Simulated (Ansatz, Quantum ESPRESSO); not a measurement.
# KMgH3 (Pm-3m): modes at Γ and the response to a field

Aim: the zone-centre modes of KMgH3 (Pm-3m).

Program: Quantum ESPRESSO 7.5. Level of theory: DFT LDA, scalar-relativistic, plane waves, JTH PAW pseudopotentials. Results are calculated unless marked as measured.

Report form: the programs' logs are mostly left out.

### 1. Starting point

The structure is cubic, space group Pm-3m (No. 221). Conventional cell: a = 4.025 Å, b = 4.025 Å, c = 4.025 Å, α = 90.00°, β = 90.00°, γ = 90.00°. K has 12 H at 2.85 Å nearest. Mg has 6 H at 2.01 Å nearest. Nearest to H lie 2 Mg at 2.01 Å and 8 H at 2.85 Å and 4 K at 2.85 Å. Farther neighbours are not listed.

### 2. A probe with smearing

Before anything dear is run, a loose run with smearing shows whether this is a metal and how far the cell is from rest.

File probe.in:

```
&control
   calculation = 'scf'
   prefix = 'x'
   outdir = './tmp'
   pseudo_dir = './pseudo'
   tprnfor = .true.
   tstress = .true.
   verbosity = 'high'
/
&system
   ibrav = 0
   nat = 5
   ntyp = 3
   ecutwfc = 50.0
   ecutrho = 250.0
   occupations = 'smearing'
   smearing = 'gaussian'
   degauss = 0.01
/
&electrons
   conv_thr = 1.0d-07
   mixing_beta = 0.7
   electron_maxstep = 100
/
ATOMIC_SPECIES
 K      39.0983  K.upf
 Mg     24.3050  Mg.upf
 H       1.0080  H.upf
CELL_PARAMETERS angstrom
     4.025000000    0.000000000    0.000000000
     0.000000000    4.025000000    0.000000000
     0.000000000    0.000000000    4.025000000
ATOMIC_POSITIONS crystal
 K      0.000000000   0.000000000   0.000000000
 Mg     0.500000000   0.500000000   0.500000000
 H      0.000000000   0.500000000   0.500000000
 H      0.500000000   0.000000000   0.500000000
 H      0.500000000   0.500000000   0.000000000
K_POINTS automatic
 4 4 4 0 0 0
```

Run with:

```sh
$ OMP_NUM_THREADS=1 mpirun -n 4 pw.x -nk 4 -in probe.in > probe.out
```

Wall time 4.9 s (4 MPI ranks of Intel Xeon Platinum 8488C (Sapphire Rapids), shared host); 19 s of CPU time.

This step gave:

* volume per atom: 13.04 Å³
* pressure: -2.781 GPa
* gap on the k-mesh: 2.065 eV

A gap of 2.1 eV opens on this mesh, so the crystal is taken as an insulator; the start stands at -2.8 GPa.

### 3. Relaxing the cell and atoms

The harmonic expansion starts where the forces on the atoms vanish, and stress shifts the frequencies, so cell and atoms are relaxed with tight thresholds.

File relax.in:

```
&control
   calculation = 'vc-relax'
   prefix = 'x'
   outdir = './tmp'
   pseudo_dir = './pseudo'
   tprnfor = .true.
   tstress = .true.
   forc_conv_thr = 2.0d-05
   etot_conv_thr = 1.0d-07
   nstep = 40
/
&system
   ibrav = 0
   nat = 5
   ntyp = 3
   ecutwfc = 50.0
   ecutrho = 250.0
   occupations = 'fixed'
   nbnd = 13
/
&electrons
   conv_thr = 1.0d-11
   mixing_beta = 0.7
   electron_maxstep = 100
/
&ions
/
&cell
   press_conv_thr = 0.1
/
ATOMIC_SPECIES
 K      39.0983  K.upf
 Mg     24.3050  Mg.upf
 H       1.0080  H.upf
CELL_PARAMETERS angstrom
     4.025000000    0.000000000    0.000000000
     0.000000000    4.025000000    0.000000000
     0.000000000    0.000000000    4.025000000
ATOMIC_POSITIONS crystal
 K      0.000000000   0.000000000   0.000000000
 Mg     0.500000000   0.500000000   0.500000000
 H      0.000000000   0.500000000   0.500000000
 H      0.500000000   0.000000000   0.500000000
 H      0.500000000   0.500000000   0.000000000
K_POINTS automatic
 6 6 6 0 0 0
```

Run with:

```sh
$ OMP_NUM_THREADS=1 mpirun -n 4 pw.x -nk 4 -in relax.in > relax.out
```

Wall time 52 s (4 MPI ranks).

Step by step:

```
step  energy less that of the first step (eV)  largest force (eV/Å)  pressure (GPa)  volume (Å³)
   1                                   0.0000                0.0000           -2.84        65.21
   2                                  -0.0153                0.0000           -2.39        64.27
   3                                  -0.0330                0.0000           -1.67        62.88
   4                                  -0.0468                0.0000           -0.45        60.83
   5                                  -0.0478                0.0000            0.03        60.10
   6                                  -0.0478                0.0000            0.00        60.14
   7                                  -0.0478                0.0000            0.00        60.14
   8                                  -0.0464                0.0000           -0.01        60.14
```

```csv
"conventional cell, symmetrised",before,after,change
a (Å),4.025,3.918,-2.7 %
b (Å),4.025,3.918,-2.7 %
c (Å),4.025,3.918,-2.7 %
volume (Å³/atom),13.04,12.03,-7.8 %
```

The last row of the table of steps is pw.x's closing run on a basis chosen anew for the final cell, so its energy can jump.

Numbers from this step:

| Property | Result |
| --- | --- |
| volume per atom | 12.03 Å³ |
| pressure | -0.006000 GPa |
| gap on the k-mesh | 2.336 eV |

The volume changes by -7.8 % from the cell with which this run began.

### 4. Ground state

The response is built on this ground state, so it is converged far tighter than an energy would need. With a gap, occupations are fixed, which also allows the response to an electric field.

File scf.in:

```
&control
   calculation = 'scf'
   prefix = 'x'
   outdir = './tmp'
   pseudo_dir = './pseudo'
   tprnfor = .true.
   tstress = .true.
/
&system
   ibrav = 0
   nat = 5
   ntyp = 3
   ecutwfc = 50.0
   ecutrho = 250.0
   occupations = 'fixed'
   nbnd = 13
/
&electrons
   conv_thr = 1.0d-12
   mixing_beta = 0.7
   electron_maxstep = 100
/
ATOMIC_SPECIES
 K      39.0983  K.upf
 Mg     24.3050  Mg.upf
 H       1.0080  H.upf
CELL_PARAMETERS angstrom
     3.917920357    0.000000000    0.000000000
     0.000000000    3.917920357    0.000000000
     0.000000000    0.000000000    3.917920357
ATOMIC_POSITIONS crystal
 K      0.000000000   0.000000000   0.000000000
 Mg     0.500000000   0.500000000   0.500000000
 H      0.000000000   0.500000000   0.500000000
 H      0.500000000   0.000000000   0.500000000
 H      0.500000000   0.500000000   0.000000000
K_POINTS automatic
 6 6 6 0 0 0
```

Run with:

```sh
$ OMP_NUM_THREADS=1 mpirun -n 4 pw.x -nk 4 -in scf.in > scf.out
```

It took 7.1 s on 4 MPI ranks.

The cell stands at -0.0060 GPa, close enough for phonons.

### 5. Zone-centre response

At q = 0 one unit cell holds all displacements; symmetry groups them into irreducible representations that are solved one by one. The response to a field gives ε∞ and the Born charges, which polar modes need.

File ph.in:

```
phonons
&inputph
   prefix = 'x'
   outdir = './tmp'
   fildyn = 'g.dyn'
   tr2_ph = 1.0d-18
   epsil = .true.
/
0.000000000 0.000000000 0.000000000
```

Run with:

```sh
$ OMP_NUM_THREADS=1 mpirun -n 4 ph.x -nk 4 -in ph.in > ph.out
```

The job ended after 3.7 min (4 MPI ranks; 15 min of CPU time).

Numbers from this step:

```
miss of the charge sum rule                                       : 0.006370 e
largest acoustic frequency at the zone centre before the sum rule : -7.23 cm⁻¹
highest optical zone-centre mode (no LO-TO term)                  : 1271 cm⁻¹
lowest optical zone-centre mode                                   : 196.4 cm⁻¹
mean high-frequency dielectric constant                           : 3.790
largest Born charge in size (third of the trace)                  : 1.824 e
```

Born charge (rows field, columns displacement), before the sum rule (e), principal values of the symmetric part by kind of site:

| atom | atoms with these values | low | middle | high | mean |
| --- | --- | --- | --- | --- | --- |
| K1 | 1 | 0.95 | 0.95 | 0.95 | 0.95 |
| Mg2 | 1 | 1.82 | 1.82 | 1.82 | 1.82 |
| H3 | 3 | -1.18 | -0.80 | -0.80 | -0.93 |

In full for H3:

```
-1.18  0.00  0.00
 0.00 -0.80  0.00
 0.00  0.00 -0.80
```

High-frequency dielectric tensor:

```
3.79 0.00 0.00
0.00 3.79 0.00
0.00 0.00 3.79
```

The acoustic modes at Γ come out as far as 7.2 cm⁻¹ from zero, where they should vanish, a small numerical error; the Born charges miss their sum rule by 0.0064 e, which is good.

### 6. Zone-centre analysis

A rigid shift of the crystal must cost nothing, but grids and finite bases break this; the acoustic sum rule is imposed before the matrix is diagonalised again. With Born charges the intensities follow, and the static dielectric tensor.

File dynmat.in:

```
&input
   fildyn = 'g.dyn'
   asr = 'simple'
   fileig = 'dynmat.eig'
   lperm = .true.
/
```

Run with:

```sh
$ dynmat.x -in dynmat.in > dynmat.out
```

Run time: 0.67 s. Hardware: 1 thread.

This step gave:

```yaml
lowest_optical_zone_centre_mode: 196.6 cm⁻¹
mean_static_dielectric_constant: 8.881
```

Unit eigenvectors of the mass-weighted matrix after the sum rule; no LO-TO term. Modes at Γ, with each element's share of the kinetic energy:

```csv
mode,frequency (cm⁻¹),symmetry,K %,Mg %,H %
1,0.0,acoustic,59,37,5
2,0.0,acoustic,59,37,5
3,0.0,acoustic,59,37,5
4,196.6,T1u,41,57,3
5,196.6,T1u,41,57,3
6,196.6,T1u,41,57,3
7,597.8,T1u,0,5,94
8,597.8,T1u,0,5,94
9,597.8,T1u,0,5,94
10,639.8,T2u,0,0,100
11,639.8,T2u,0,0,100
12,639.8,T2u,0,0,100
13,1270.6,T1u,0,1,99
14,1270.6,T1u,0,1,99
15,1270.6,T1u,0,1,99
```

Displacements in mode 5 (196.6 cm⁻¹), the largest set to 1:
```
K1   0.01  0.00 -0.67
Mg2 -0.02  0.00  1.00
H3  -0.01  0.00  0.54
H4  -0.01  0.00  0.54
H5  -0.01  0.00  0.71
```

Displacements in mode 12 (639.8 cm⁻¹), the largest set to 1:
```
K1   0.00  0.00  0.00
Mg2  0.00  0.00  0.00
H3   0.00 -0.40 -0.35
H4   1.00  0.00  0.35
H5  -1.00  0.40  0.00
```

Degenerate modes summed, no LO-TO term. Infrared lines, with heights relative to the strongest:

| position (cm⁻¹) | lines merged | label | IR intensity, relative |
| --- | --- | --- | --- |
| 197 | 3 | T1u | 0.3 |
| 598 | 3 | T1u | 100 |
| 640 | 3 | T2u | 0.0 |
| 1271 | 3 | T1u | 40 |

Static dielectric tensor (ions relaxed, fixed cell):

```
8.88 0.00 0.00
0.00 8.88 0.00
0.00 0.00 8.88
```

The rule moves no optical mode by more than 0.3 cm⁻¹.

### 7. Sum rules set otherwise (asr crystal)

The rule can be imposed in more than one way; the choices should agree where the raw error is small.

File dynmat.in:

```
&input
   fildyn = 'g.dyn'
   asr = 'crystal'
   fileig = 'dynmat.eig'
   lperm = .true.
/
```

Run with:

```sh
$ dynmat.x -in dynmat.in > dynmat.out
```

Elapsed: 0.67 s, on 1 thread.

Numbers from this step:

```yaml
lowest_optical_zone_centre_mode: 196.5 cm⁻¹
mean_static_dielectric_constant: 8.886
```

Zone-centre frequencies as printed; negative means imaginary. Modes:

```
mode  frequency (cm⁻¹)
   1                 0
   2                 0
   3                 0
   4             196.5
   5             196.5
   6             196.5
   7             597.5
   8             597.5
   9             597.5
  10             639.7
  11             639.7
  12             639.7
  13              1271
  14              1271
  15              1271
```

Against the first rule no mode moves by more than 0.4 cm⁻¹.

### 8. Sum rules set otherwise: a sum rule for molecules or wires on a crystal

This rule also removes rotations, which suits molecules and not a crystal; it is tried to see the harm.

File dynmat.in:

```
&input
   fildyn = 'g.dyn'
   asr = 'zero-dim'
   fileig = 'dynmat.eig'
   lperm = .true.
/
```

Run with:

```sh
$ dynmat.x -in dynmat.in > dynmat.out
```

The job ended after 0.68 s (1 thread).

The run ended normally, but on settings that are not sound.

The fault: a sum rule for molecules or wires on a crystal; 3 optical modes are projected out to zero frequency, as if they were rotations.

For a crystal the rule has to be 'simple' or 'crystal'.

Zone-centre frequencies as printed; negative means imaginary. Modes:

| mode | frequency (cm⁻¹) |
| --- | --- |
| 1 | 0 |
| 2 | 0 |
| 3 | 0 |
| 4 | 0 |
| 5 | 0 |
| 6 | 0 |
| 7 | 196.5 |
| 8 | 579.3 |
| 9 | 579.3 |
| 10 | 597.5 |
| 11 | 656.7 |
| 12 | 656.7 |
| 13 | 1195 |
| 14 | 1195 |
| 15 | 1271 |

### 9. The LO-TO splitting (1 0 0)

A longitudinal polar mode sets up a macroscopic field that stiffens it; the term hangs on the direction from which q goes to zero.

File dynmat.in:

```
&input
   fildyn = 'g.dyn'
   asr = 'simple'
   fileig = 'dynmat.eig'
   q(1) = 1.0
   q(2) = 0.0
   q(3) = 0.0
/
```

Run with:

```sh
$ dynmat.x -in dynmat.in > dynmat.out
```

Run time: 0.67 s. Hardware: 1 thread.

This step gave:

```
highest mode moved by the LO-TO term : 1363 cm⁻¹
```

Zone-centre frequencies as printed; negative means imaginary. Modes:

```
mode  frequency (cm⁻¹)
   1                 0
   2                 0
   3                 0
   4             196.6
   5             196.6
   6             197.9
   7             597.8
   8             597.8
   9             639.8
  10             639.8
  11             639.8
  12             847.3
  13              1271
  14              1271
  15              1363
```

The field moves 3 modes; the highest of them now lies at 1363 cm⁻¹, where the highest that moved away lay at 1271.

### 10. Cross-check with Ansatz

The same cell goes through another code, with its own cutoff. The potentials differ. Its k mesh is centred on Γ.

This step: DFT LDA, scalar-relativistic, plane waves, PAW (Ansatz 0.2.0).

File input.yaml:

```yaml
crystal:
  lattice:
    - [3.917920357, 0.0, 0.0]
    - [0.0, 3.917920357, 0.0]
    - [0.0, 0.0, 3.917920357]
  atoms:
    - { symbol: K, position: [0.0, 0.0, 0.0] }
    - { symbol: Mg, position: [0.5, 0.5, 0.5] }
    - { symbol: H, position: [0.0, 0.5, 0.5] }
    - { symbol: H, position: [0.5, 0.0, 0.5] }
    - { symbol: H, position: [0.5, 0.5, 0.0] }
kpoints:
  mp_grid: { grid: [6, 6, 6] }
hamiltonian:
  xc: lda
scf:
  occupations: { method: fixed }
output:
  eigenvalues: true
phonons:
  method: dfpt
  dielectric: true
  rigid_motions: translations
  raman: true
```

Run with:

```sh
$ ansatz run input.yaml --threads 4 --pin off --max-ram 8192MiB --backend cpu --events-out ev --progress --plain --runs-dir out
```

Elapsed: 51 s, on 4 threads; peak memory 0.82 GiB.

This step gave:

| Property | Result |
| --- | --- |
| gap on the k-mesh | 2.327 eV |
| sum-rule residual before enforcement | 2.45e-4 eV/Å² |
| miss of the charge sum rule | 1.22e-4 e |
| estimated error of the dielectric tensor | 0.008731 |
| estimated error of the Born charges | 0.01059 e |
| highest optical zone-centre mode (no LO-TO term) | 1264 cm⁻¹ |
| lowest optical zone-centre mode | 195.3 cm⁻¹ |
| mean high-frequency dielectric constant | 3.801 |
| largest Born charge in size (third of the trace) | 1.838 e |
| mean static dielectric constant | 8.998 |
| highest mode moved by the LO-TO term | 1359 cm⁻¹ |

Transverse modes. Lines of the infrared spectrum (strongest = 100):

```csv
position (cm⁻¹),label,"IR intensity ((D/Å)²/amu), degenerate modes summed, relative"
195,T1u,0.3
594,T1u,100
637,T2u,0.0
1264,T1u,41
```

### 11. The two compared: QE JTH and Ansatz, PAW

Worked out from the results:

```
root-mean-square difference : 3.86 cm⁻¹
largest difference          : 6.3 cm⁻¹
```

Optical modes, paired by symmetry label. Frequencies side by side, by row:

```csv
q (reciprocal lattice),mode,QE JTH (cm⁻¹),"Ansatz, PAW (cm⁻¹)"
0 0 0,4,196.6,195.3
0 0 0,5,196.6,195.3
0 0 0,6,196.6,195.3
0 0 0,7,597.8,594.5
0 0 0,8,597.8,594.5
0 0 0,9,597.8,594.5
0 0 0,10,639.8,637.1
0 0 0,11,639.8,637.1
0 0 0,12,639.8,637.1
0 0 0,13,1271,1264
0 0 0,14,1271,1264
0 0 0,15,1271,1264
```

The two runs side by side. Further quantities:

```csv
quantity,QE JTH,"Ansatz, PAW"
mean ε∞,3.79,3.801
"largest Born charge in size (e; the first before, the second after the charge sum rule)",1.824,1.838
```

At the zone centre the largest difference (acoustic modes at Γ apart) is 0.5 % of the highest mode.

### 12. Outcome

| Item | Value |
| --- | --- |
| space group after relaxation | Pm-3m |
| volume per atom | 12.0 Å³ |
| gap on the k-mesh | 2.34 eV |
| highest optical zone-centre mode (no LO-TO term) | 1271 cm⁻¹ |
| lowest optical zone-centre mode | 196.6 cm⁻¹ |
| highest mode moved by the LO-TO term | 1363 cm⁻¹ |
| mean high-frequency dielectric constant | 3.79 |
| largest Born charge in size (third of the trace) | 1.82 e |
| mean static dielectric constant | 8.88 |
| imaginary optical modes at the zone centre (no q mesh in this session) | none |
| largest difference from Ansatz, PAW | 6.3 cm⁻¹ |

What this shows: At the LDA level the optical modes of KMgH3 (Pm-3m) at the zone centre (no LO-TO term) run from 197 to 1271 cm⁻¹. Along the directions run, the highest mode that the macroscopic field moves lies at 1363 cm⁻¹. Lattice motion raises the mean dielectric constant from 3.790 to 8.881. Of the 12 optical modes, 9 are infrared active alone and 3 are silent. QE JTH and Ansatz, PAW differ by 3.9 cm⁻¹ in the root mean square and by 6.3 cm⁻¹ at most, 0.5 % of the highest mode compared (acoustic modes at Γ left out); the two use different potentials, and the cell was not relaxed for the second set. These are harmonic frequencies at zero temperature: anharmonic shifts and linewidths and thermal expansion are left out.

[Host names and launcher messages were left out of these logs when they were recorded.]

[Logs are printed without paths, hosts, clocks, repeated set-up lines and the standing remarks that a program may print on its own settings, such as how far it seeks lower states.]

[Hosts, paths, dates, database ids (printed as entryN), source tags and the programs' standing remarks are cut or masked in the printed files.]
